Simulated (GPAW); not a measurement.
Consider TiPd (Pm-3m).

```
Pd Ti
1.0
     3.18000    0.00000    0.00000
     0.00000    3.18000    0.00000
     0.00000    0.00000    3.18000
Pd Ti
1 1
Cartesian
  0.0000 0.0000 0.0000
  1.5900 1.5900 1.5900
```

Absorber: atom 2, with 8 Pd at 2.75 Å and 6 Ti at 3.18 Å (cube and octahedron, as in bcc, site symmetry m-3m). Method: GPAW, LDA, excited-electron core hole (neutral cell), 18-atom cell with 7.1 Å between holes, 4×4×4 k points, dipole transitions, Gaussian full width 0.94 eV up to 4 eV, rising linearly to 3.5 eV at 25 eV.

**Question.** Predict the near-edge structure at the Ti K edge.

Main maxima up to 30 eV above the zero (height): 0.6 eV (0.81), 4.9 eV (0.76), 12.9 eV (1.38), 16.4 eV (1.63) and 23.9 eV (0.97). A K edge sees empty p states. The weak features of the first eV are p character mixed into the empty d bands; the main 4p edge lies above them. The total-energy difference is 4970.20 eV. One term is added: -22.68 eV, since the hole is spin-paired here and a spin-polarised one costs that much less in the free atom (computed apart). The photon energy is then 4947.52 eV. The tabulated edge of the element is 4966 eV. The functional leaves an error in such absolute values: in the free atom LDA prices this hole 13.2 eV below PBE (computed apart), and PBE is itself good to a few eV.

The Ti K spectrum (energy from the lowest empty level; intensity scaled to a mean of 1 over the first 20 eV):

| E (eV) | intensity |
| --- | --- |
| -2.0 | 0.00 |
| -1.5 | 0.00 |
| -1.0 | 0.00 |
| -0.5 | 0.08 |
| 0.0 | 0.44 |
| 0.5 | 0.81 |
| 1.0 | 0.58 |
| 1.5 | 0.29 |
| 2.0 | 0.27 |
| 2.5 | 0.32 |
| 3.0 | 0.50 |
| 3.5 | 0.67 |
| 4.0 | 0.70 |
| 4.5 | 0.73 |
| 5.0 | 0.75 |
| 5.5 | 0.63 |
| 6.0 | 0.50 |
| 6.5 | 0.48 |
| 7.0 | 0.55 |
| 7.5 | 0.72 |
| 8.0 | 0.94 |
| 8.5 | 1.10 |
| 9.0 | 1.17 |
| 9.5 | 1.20 |
| 10.0 | 1.24 |
| 10.5 | 1.26 |
| 11.0 | 1.26 |
| 11.5 | 1.27 |
| 12.0 | 1.32 |
| 12.5 | 1.37 |
| 13.0 | 1.38 |
| 13.5 | 1.35 |
| 14.0 | 1.31 |
| 14.5 | 1.33 |
| 15.0 | 1.41 |
| 15.5 | 1.52 |
| 16.0 | 1.61 |
| 16.5 | 1.63 |
| 17.0 | 1.57 |
| 17.5 | 1.44 |
| 18.0 | 1.26 |
| 18.5 | 1.08 |
| 19.0 | 0.93 |
| 19.5 | 0.82 |
| 20.0 | 0.77 |
| 20.5 | 0.76 |
| 21.0 | 0.78 |
| 21.5 | 0.81 |
| 22.0 | 0.86 |
| 22.5 | 0.90 |
| 23.0 | 0.94 |
| 23.5 | 0.97 |
| 24.0 | 0.97 |
| 24.5 | 0.96 |
| 25.0 | 0.93 |
| 25.5 | 0.88 |
| 26.0 | 0.83 |
| 26.5 | 0.78 |
| 27.0 | 0.75 |
| 27.5 | 0.73 |
| 28.0 | 0.74 |
| 28.5 | 0.77 |
| 29.0 | 0.80 |
| 29.5 | 0.84 |
| 30.0 | 0.87 |
| 30.5 | 0.89 |
| 31.0 | 0.90 |
| 31.5 | 0.91 |
| 32.0 | 0.91 |

Quadrupole 1s→3d transitions, which feed the pre-edge, are not in the dipole spectrum. The mesh is coarse (0.25 Å⁻¹ between points), so small maxima may be mesh ripples. The structure is a published determination, not relaxed.

[Banner, clock and machine lines of the logs are left out without a mark of their own.]

[Logs are printed without paths, hosts, clocks, repeated set-up lines and the standing remarks that a program may print on its own settings, such as how far it seeks lower states.]

[Hosts, paths, dates, database ids (printed as entryN), source tags and the programs' standing remarks are cut or masked in the printed files.]

[Lists of maxima count a maximum above −3 eV only where it reaches 4 % of the highest in the window and stands out from its surroundings by 2 % of it (1.5 % where it reaches 55 %); shoulders and weaker maxima are passed over, and of the rest the first, up to two pre-edge ones and the few strongest are named.]
